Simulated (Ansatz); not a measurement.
## How KCl (Sylvite, Fm-3m) expands on warming

How much does KCl (Sylvite) expand with temperature?

What experiment has found for this phase:
- volume expansion coefficient 111.3 1e-6/K and heat capacity C_P per formula unit 51.7 J/mol/K near room temperature (given in “High-Throughput Prediction of Finite-Temperature Properties using the Quasi-Harmonic Approximation”, 2016, arXiv:1603.06924)
- volume expansion coefficient 114.9 1e-6/K near room temperature (given in “Descriptors for thermal expansion in solids”, 2017, arXiv:1701.03966)

Calculated with Ansatz 0.2.0; DFT PBE, scalar-relativistic, plane waves, PAW, in the first sound run; inputs show where later runs differ.

### Step 1. Starting point

The structure is cubic, space group Fm-3m (No. 225). Conventional cell: a = 6.293 Å, b = 6.293 Å, c = 6.293 Å, α = 90.00°, β = 90.00°, γ = 90.00°. K has 6 Cl at 3.15 Å nearest. Cl has 6 K at 3.15 Å nearest. Farther neighbours and most contacts between anions are not listed.

### Step 2. A first coarse run

A cheap single point shows whether the cell is a metal or an insulator and how far it is from rest; that sets the k-mesh and the occupations of what follows.

Contents of input.yaml:

```yaml
crystal:
  lattice:
    - [0.0, 3.14647, 3.14647]
    - [3.14647, 0.0, 3.14647]
    - [3.14647, 3.14647, 0.0]
  atoms:
    - { symbol: K, position: [0.0, 0.0, 0.0] }
    - { symbol: Cl, position: [0.5, 0.5, 0.5] }
kpoints:
  mp_grid: { grid: [6, 6, 6] }
hamiltonian:
  xc: pbe
scf:
  occupations: { method: gaussian, width: 0.1 }
output:
  forces: true
  stress: true
  eigenvalues: true
```

Run with:

```sh
$ ansatz run input.yaml --threads 4 --pin off --max-ram 16384MiB --backend cpu --events-out ev --progress --plain --runs-dir out
```

Numbers of over 12 decimals in the logs are rounded to 6 here.

Log:

```text
Engine: ansatz 0.2.0, x86_64-unknown-linux-gnu
Pseudopotentials: kind: paw
Pseudopotential: K, paw, valence charge 9, recommended cutoff 420 eV (normal), K.paw.azcp
Pseudopotential: Cl, paw, valence charge 7, recommended cutoff 420 eV (normal), Cl.paw.azcp
Functional definition: PBE
  parameter kappa = 0.804
  parameter beta = 0.066725
  exchange = pbe_x(kappa = kappa, mu = beta*pi^2/3)
  correlation = pbe_c(beta = beta)
Crystal: 2 atoms, lattice volume = 62.302 Å³
Basis set: ecut = 420 eV, 1243 PW (Γ), exchange–correlation on 60×60×60 points (8 copies of the dense FFT grid, shifted against one another)
Bands: 12, of which v1, the nominal top of the filled ones, is band 8 counted from 1 (7 counted from 0)
Symmetry: 48 space group operations
Space group: Fm-3m (ITA 225), of the structure as read, at distance tolerance 4.0e-5 Å
k-points: 16 of 216
Non-local potential: K, projectors of the file, l = 0: 3, l = 1: 2, l = 2: 2
Non-local potential: Cl, projectors of the file, l = 0: 2, l = 1: 2, l = 2: 2
PAW form: soft (Blöchl's): semilocal exchange-correlation on the pseudo side does not see the compensation charge
PAW one-centre angular grid: K, 110 points (default); XC on 64 Gauss nodes
PAW one-centre angular grid: Cl, 110 points (default); XC on 64 Gauss nodes
Initial density: superposition of atomic densities (neutral atoms: chi_scale 0, normalization atom), corrected by the library's trained network
Initial wavefunctions: pseudopotential atomic-orbital guess
Functional: x = pbe(κ = 0.804, μ = 0.219515), c = pbe(β = 0.066725)
SCF iter   1: F=—  HF=-2621.220255 eV  |F-HF|=—  |Δ(HF+E_count)|=         —  Δρ=2.14e-4  dr2=1.69e-5  ethr=1.77e-3  ⟨swp⟩=5.5  Hψ=1185  notcnv=0
preconditioner: auto → none  [insulator: Δε(μ)=5.182 eV  Ē_g=15.282 eV  σ=0.100 eV  W_gap=1.00  n_scr=14 (ndim 8)  ℏωp=17.6 eV  f_vac=0.081  D(μ)=0.00/eV (n_scr^D=0)  ε∞_Penn≈2.3]
SCF iter   2: F=—  HF=-2621.220083 eV  |F-HF|=—  |Δ(HF+E_count)|=   1.72e-4  Δρ=2.73e-4  dr2=6.99e-5  ethr=1.06e-7  ⟨swp⟩=3.6  Hψ=554  notcnv=0
SCF iter   3: F=—  HF=-2621.220068 eV  |F-HF|=—  |Δ(HF+E_count)|=   1.53e-5  Δρ=1.50e-4  dr2=2.00e-5  ethr=1.06e-7  ⟨swp⟩=2.0  Hψ=252  notcnv=0
SCF iter   4: F=—  HF=-2621.220066 eV  |F-HF|=—  |Δ(HF+E_count)|=   2.03e-6  Δρ=4.81e-5  dr2=1.96e-6  ethr=1.06e-7  ⟨swp⟩=2.0  Hψ=304  notcnv=0
SCF iter   5: F=—  HF=-2621.220065 eV  |F-HF|=—  |Δ(HF+E_count)|=   5.20e-7  Δρ=1.84e-5  dr2=2.85e-7  ethr=1.23e-8  ⟨swp⟩=2.0  Hψ=236  notcnv=0
SCF iter   6: F=-2621.220065 eV  HF=-2621.220065 eV  |F-HF|=8.82e-9  |Δ(HF+E_count)|=   9.07e-8  Δρ=3.57e-6  dr2=1.10e-8  ethr=6.25e-10  ⟨swp⟩=2.9  Hψ=702  notcnv=0
SCF 1 converged in 6 iterations: F = -2621.220065 eV  dr2 = 1.10e-8
  greatest PAW one-centre occupation: 0.987 electrons in one spin orbital (limit 2), on the K atom at site 0 (counted from 0), in its partial waves of l = 0
SCF converged after 6 iterations
Free energy (F): -2621.220065 eV
Harris-Foulkes:  -2621.220065 eV  (|F-HF|=8.82e-9)
Internal energy: -2621.220065 eV  (E = F + TS)
E sigma→0 (E₀):  -2621.220065 eV
Fermi energy:    3.448973 eV
--- Per-component energies (eV) ---
  E_band       = -131.538939
  E_kinetic    = 416.292495
  E_local      = -835.238457  (includes V_loc(G=0)·N_el)
  E_nonlocal   = 41.058491
  E_hartree    = 280.130885
  E_xc         = -243.260741
  E_vxc        = -288.140158  (∫ρ·V_xc dr)
  E_paw        = -1441.182178  (= ΣΔE_a)
  E_vpaw       = -25.772024  (= ΣTr[D̂ρ^β])
  E_aug_tail   = 0.000085  (compensation charges beyond the density's cutoff)
  E_ewald      = -839.020646
  E_smearing   = -0.000000  (= −TS)
  E_closure    = -0.000000  (closes the sum)
  Σ components = -2621.220065   (vs F -2621.220065, Δ=0.00e0)
--- Forces (eV/Å), atoms counted from 1 ---
  atom   1  K     -0.00000000    -0.00000000    -0.00000000
  atom   2  Cl     0.00000000    -0.00000000     0.00000000
  max |Σ_I F_I| component: 9.80e-30 eV/Å
--- Stress (GPa, compression-positive) ---
        0.754877       0.000000       0.000000
        0.000000       0.754877      -0.000000
        0.000000      -0.000000       0.754877
  P = ⅓ Tr σ = 0.7549 GPa (7.549 kbar)
--- Band table (eV; the first three rows and the last of 16) ---
  k-point 0: bands = [... 4 lower, -9.7995, 0.8534, 0.8534, 0.8534, 6.0425, 9.2167, 9.2167, 9.2167]
  k-point 1: bands = [... 4 lower, -9.7348, 0.5398, 0.7676, 0.7676, 6.6771, 9.0484, 9.5582, 9.5582]
  k-point 2: bands = [... 4 lower, -9.6155, 0.0236, 0.6053, 0.6053, 7.9022, 9.1160, 10.4836, 10.4836]
  k-point 15: bands = [... 4 lower, -9.7452, 0.2829, 0.4309, 0.4959, 8.1014, 9.7692, 9.9173, 10.9949]
```

The job ended after 0.25 s (4 threads of Intel Xeon Platinum 8559C (Emerald Rapids), shared host; peak memory 0.34 GiB).

The column dr2 measures how far the density is from self-consistency, as an energy; F and HF (Harris–Foulkes) agree once it is small.

Numbers from this step:

| Item | Value |
| --- | --- |
| pressure | 0.7549 GPa |
| gap on the k-mesh | 5.189 eV |
| volume per atom | 31.15 Å³ |

The start is under 0.75 GPa at this level and looks like an insulator or semiconductor on this mesh.

### Step 3. Relaxation

The vibrations must be taken about the equilibrium of this functional, not about the starting cell, so the structure is relaxed.

input.yaml, the sections that differ from step 2:

```yaml
scf:
  occupations: { method: gaussian, width: 0.02 }
relax:
  adjacent_minimum: "off"
  f_tol: 0.005
  max_steps: 80
  cell: { stress_tol: 0.05 }
# crystal, kpoints, hamiltonian, output: as in step 2
```

Log:

```text
[...]
Crystal: 2 atoms, lattice volume = 62.302 Å³
Basis set: ecut = 420 eV, 1243 PW (Γ), exchange–correlation on 60×60×60 points (8 copies of the dense FFT grid, shifted against one another)
Bands: 12, of which v1, the nominal top of the filled ones, is band 8 counted from 1 (7 counted from 0)
Symmetry: 48 space group operations
[...]
k-points: 16 of 216
[...]
SCF iter   1: F=—  HF=-2621.220307 eV  |F-HF|=—  |Δ(HF+E_count)|=         —  Δρ=2.42e-4  dr2=2.52e-5  ethr=1.77e-3  ⟨swp⟩=6.1  Hψ=1227  notcnv=0
[...]
SCF iter   7: F=-2621.220065 eV  HF=-2621.220065 eV  |F-HF|=3.48e-8  |Δ(HF+E_count)|=   2.38e-7  Δρ=7.05e-6  dr2=4.30e-8  ethr=6.25e-10  ⟨swp⟩=3.0  Hψ=735  notcnv=0
SCF 1 converged in 7 iterations: F = -2621.220065 eV  dr2 = 4.30e-8
[...]
relax step   1: F+E_penalty+E_count = -2621.22006522 eV  Δ(F+E_penalty+E_count) = +0.000e0 eV  max|allowed force component| = 3.090e-29 eV/Å  Δτ_max = 0.0000 Å  P = +0.755 GPa  Ω = 62.302 Å³  (7 SCF iters, dr2 threshold 1.00e-7 eV, accepted)
Crystal: 2 atoms, lattice volume = 63.681 Å³
[...]
iter 1 solved again at ethr=2.95e-6 eV; its pass at ethr=3.10e-3 eV (dr2=4.72e-4 eV) is discarded
[...]
SCF iter   5: F=-2621.224741 eV  HF=-2621.224741 eV  |F-HF|=2.55e-8  |Δ(HF+E_count)|=   2.99e-7  Δρ=4.50e-6  dr2=9.87e-9  ethr=1.25e-9  ⟨swp⟩=5.1  Hψ=886  notcnv=0
SCF 2 converged in 5 iterations: F = -2621.224741 eV  dr2 = 9.87e-9
relax step   2: F+E_penalty+E_count = -2621.22474102 eV  Δ(F+E_penalty+E_count) = -4.676e-3 eV  max|allowed force component| = 2.564e-29 eV/Å  Δτ_max = 0.0000 Å  P = +0.343 GPa  Ω = 63.681 Å³  energy of the carried Pulay correction = -1.094e-5 eV  (5 SCF iters, dr2 threshold 2.00e-7 eV, accepted)
Crystal: 2 atoms, lattice volume = 64.874 Å³
[...]
SCF iter   5: F=-2621.226078 eV  HF=-2621.226078 eV  |F-HF|=3.61e-8  |Δ(HF+E_count)|=   3.83e-7  Δρ=4.34e-6  dr2=1.55e-8  ethr=1.25e-9  ⟨swp⟩=5.1  Hψ=947  notcnv=0
SCF 3 converged in 5 iterations: F = -2621.226078 eV  dr2 = 1.55e-8
relax step   3: F+E_penalty+E_count = -2621.22607767 eV  Δ(F+E_penalty+E_count) = -1.337e-3 eV  max|allowed force component| = 4.733e-30 eV/Å  Δτ_max = 0.0000 Å  P = +0.025 GPa  Ω = 64.874 Å³  energy of the carried Pulay correction = -2.021e-5 eV  (5 SCF iters, dr2 threshold 2.00e-7 eV, accepted)
Basis set: ecut = 420 eV, 1243 PW (Γ), exchange–correlation on 64×64×64 points (8 copies of the dense FFT grid, shifted against one another)
[...]
SCF iter   1: F=—  HF=-2621.226085 eV  |F-HF|=—  |Δ(HF+E_count)|=         —  Δρ=2.04e-5  dr2=3.26e-8  ethr=6.18e-7  ⟨swp⟩=3.0  Hψ=1699  notcnv=0
eigensolver tolerance schedule: the retry pair's looser diagonalisation over-reported the residual by 3035.73 of it (diagonalisation noise at 1.53 of the residual, at the tolerance the schedule requests for it); recorded, not acted on — ethr = c·dr2/N_el stays at c = 1.0e-1
[...]
SCF iter   2: F=—  HF=-2621.226098 eV  |F-HF|=—  |Δ(HF+E_count)|=   1.26e-5  Δρ=1.04e-5  dr2=9.18e-9  ethr=2.04e-10  ⟨swp⟩=2.6  Hψ=333  notcnv=0
[...]
SCF iter   5: F=-2621.226099 eV  HF=-2621.226099 eV  |F-HF|=1.77e-11  |Δ(HF+E_count)|=  1.29e-10  Δρ=5.15e-8  dr2=1.98e-12  ethr=1.00e-12  ⟨swp⟩=5.0  Hψ=747  notcnv=0
SCF 4 converged in 5 iterations: F = -2621.226099 eV  dr2 = 1.98e-12
relax step   4: F+E_penalty+E_count = -2621.22609933 eV  Δ(F+E_penalty+E_count) = -2.166e-5 eV  max|allowed force component| = 4.191e-30 eV/Å  Δτ_max = 0.0000 Å  P = +0.025 GPa  Ω = 64.874 Å³  stress off target by 2.51e-2 GPa  SCF on the basis re-selected at this cell (its energy is not comparable with the rows above)  (5 SCF iters)
basis re-selected at this cell: Δ(F+E_penalty+E_count) = -2.166e-5 eV, ΔP = +0.000 GPa vs the last step (what re-selecting the basis moved, of the pressure what is left beyond the Pulay correction that the steps carried, after the strain that the cell walked since its last selection, with what the two solves' SCF thresholds leave and, on support functions, any second-order correction that the steps lacked; it is no measure of the basis error at this ecutwfc). The dense FFT grid was sized anew with the basis: this SCF ran on 32×32×32 points, the steps before it on 30×30×30, so part of this shift can come from that change (see relax.cell in the input reference). [rest of the remark cut]
SCF converged after 5 iterations
Free energy (F): -2621.226099 eV
[...]
Internal energy: -2621.226099 eV  (E = F + TS)
E sigma→0 (E₀):  -2621.226099 eV
Fermi energy:    3.116913 eV
[...]
--- Stress (GPa, compression-positive) ---
        0.025075      -0.000000      -0.000000
       -0.000000       0.025075      -0.000000
        0.000000      -0.000000       0.025075
  P = ⅓ Tr σ = 0.0251 GPa (0.251 kbar)
--- Band table (eV; the first three rows and the last of 16) ---
  k-point 0: bands = [... 4 lower, -10.1618, 0.5908, 0.5908, 0.5908, 5.6429, 8.9288, 8.9288, 8.9288]
  k-point 1: bands = [... 4 lower, -10.1025, 0.2981, 0.5135, 0.5135, 6.2548, 8.7527, 9.2563, 9.2563]
  k-point 2: bands = [... 4 lower, -9.9934, -0.1852, 0.3665, 0.3665, 7.4744, 8.7616, 10.1417, 10.1417]
  k-point 15: bands = [... 4 lower, -10.1114, 0.0453, 0.1981, 0.2495, 7.8245, 9.3819, 9.4592, 10.5615]
--- Relaxed structure (3 steps of the walk, 3 accepted, 1 SCFs on fresh bases) ---
  F+E_penalty+E_count = -2621.22609933 eV   max|allowed force component| = 4.191e-30 eV/Å   (the final SCF, on the basis selected at the relaxed cell)
  cell:  # Å, volume = 64.8736 Å³
    - [0, 3.189182, 3.189182]
    - [3.189182, 0, 3.189182]
    - [3.189182, 3.189182, 0]
  atoms:
    - { symbol: K, position: [0, 0, 0] }
    - { symbol: Cl, position: [0.5, 0.5, 0.5] }
```

The job ended after 0.82 s (4 threads; peak memory 0.36 GiB; 2.5 s of CPU time).

Relaxation path:

```
step  energy less that of the first step (eV)  largest force component (eV/Å)  pressure (GPa)  volume (Å³)
   1                                   0.0000                          0.0000            0.75        62.30
   2                                  -0.0047                          0.0000            0.34        63.68
   3                                  -0.0060                          0.0000            0.02        64.87
  4*                                  -0.0060                          0.0000            0.03        64.87
```

Relaxation steps marked * repeat the geometry before them on a plane-wave basis chosen anew for their cell, so energy and pressure can jump there.

The run keeps the 48 symmetry operations that it works with, so distortions that break them were not tested.

```
conventional cell, symmetrised  before  after  change
                         a (Å)   6.293  6.378  +1.4 %
                         b (Å)   6.293  6.378  +1.4 %
                         c (Å)   6.293  6.378  +1.4 %
              volume (Å³/atom)   31.15  32.44  +4.1 %
```

Final coordinates:

```xyz
2
Lattice="0.0000 3.1892 3.1892 3.1892 0.0000 3.1892 3.1892 3.1892 0.0000" Properties=species:S:1:pos:R:3 pbc="T T T"
K     0.0000    0.0000    0.0000
Cl    3.1892    3.1892    3.1892
```

This step gave:

```yaml
pressure: 0.02507 GPa
gap_on_the_k_mesh: 5.052 eV
volume_per_atom: 32.44 Å³
```

The relaxation ends with a pressure of 0.03 GPa.

### Step 4. Tight relaxation

The relaxation is repeated with tighter thresholds on force and stress, since phonons are sensitive to what is left; a change of mesh or smearing in the input moves the cell too.

Contents of input.yaml:

```yaml
crystal:
  lattice:
    - [0.0, 3.1891817143, 3.1891817143]
    - [3.1891817143, 0.0, 3.1891817143]
    - [3.1891817143, 3.1891817143, 0.0]
  atoms:
    - { symbol: K, position: [0.0, 0.0, 0.0] }
    - { symbol: Cl, position: [0.5, 0.5, 0.5] }
kpoints:
  mp_grid: { grid: [8, 8, 8] }
hamiltonian:
  xc: pbe
scf:
  occupations: { method: fixed }
output:
  forces: true
  stress: true
  eigenvalues: true
relax:
  adjacent_minimum: "off"
  f_tol: 0.001
  max_steps: 60
  cell: { stress_tol: 0.01 }
```

Log:

```text
[...]
Crystal: 2 atoms, lattice volume = 64.874 Å³
Basis set: ecut = 420 eV, 1243 PW (Γ), exchange–correlation on 64×64×64 points (8 copies of the dense FFT grid, shifted against one another)
Bands: 12, of which v1, the nominal top of the filled ones, is band 8 counted from 1 (7 counted from 0)
Symmetry: 48 space group operations
[...]
k-points: 29 of 512
[...]
k-point 28: bands = [... 4 lower, -10.0944, 0.1314, 0.1314, 0.1326, 8.5443, 8.5443, 9.8280, 10.2459]
--- Relaxed structure (3 steps of the walk, 3 accepted, 1 SCFs on fresh bases) ---
[...]
cell:  # Å, volume = 64.9730 Å³
    - [0, 3.190811, 3.190811]
    - [3.190811, 0, 3.190811]
    - [3.190811, 3.190811, 0]
  atoms:
    - { symbol: K, position: [0, 0, 0] }
    - { symbol: Cl, position: [0.5, 0.5, 0.5] }
[key lines of the parts left out:]
SCF converged after 6 iterations
Free energy (F): -2621.226109 eV
Fermi energy:    0.581132 eV
P = ⅓ Tr σ = 0.0001 GPa (0.001 kbar)
```

The job ended after 1.1 s (4 threads; peak memory 0.38 GiB).

Little changed from the start: no atom moved by 0.005 Å and no cell edge by 0.1 %.

This step gave:

* pressure: 5.98e-5 GPa
* gap on the k-mesh: 5.047 eV
* volume per atom: 32.49 Å³

The residual pressure is 6.0e-5 GPa, small enough for phonons.

[end of part 1 of 3]

[Logs are printed without paths, hosts, clocks, repeated set-up lines and the standing remarks that a program may print on its own settings, such as how far it seeks lower states.]

[Hosts, paths, dates, database ids (printed as entryN), source tags and the programs' standing remarks are cut or masked in the printed files.]

[A step with changed settings may run another functional than the one named; its input shows which.]
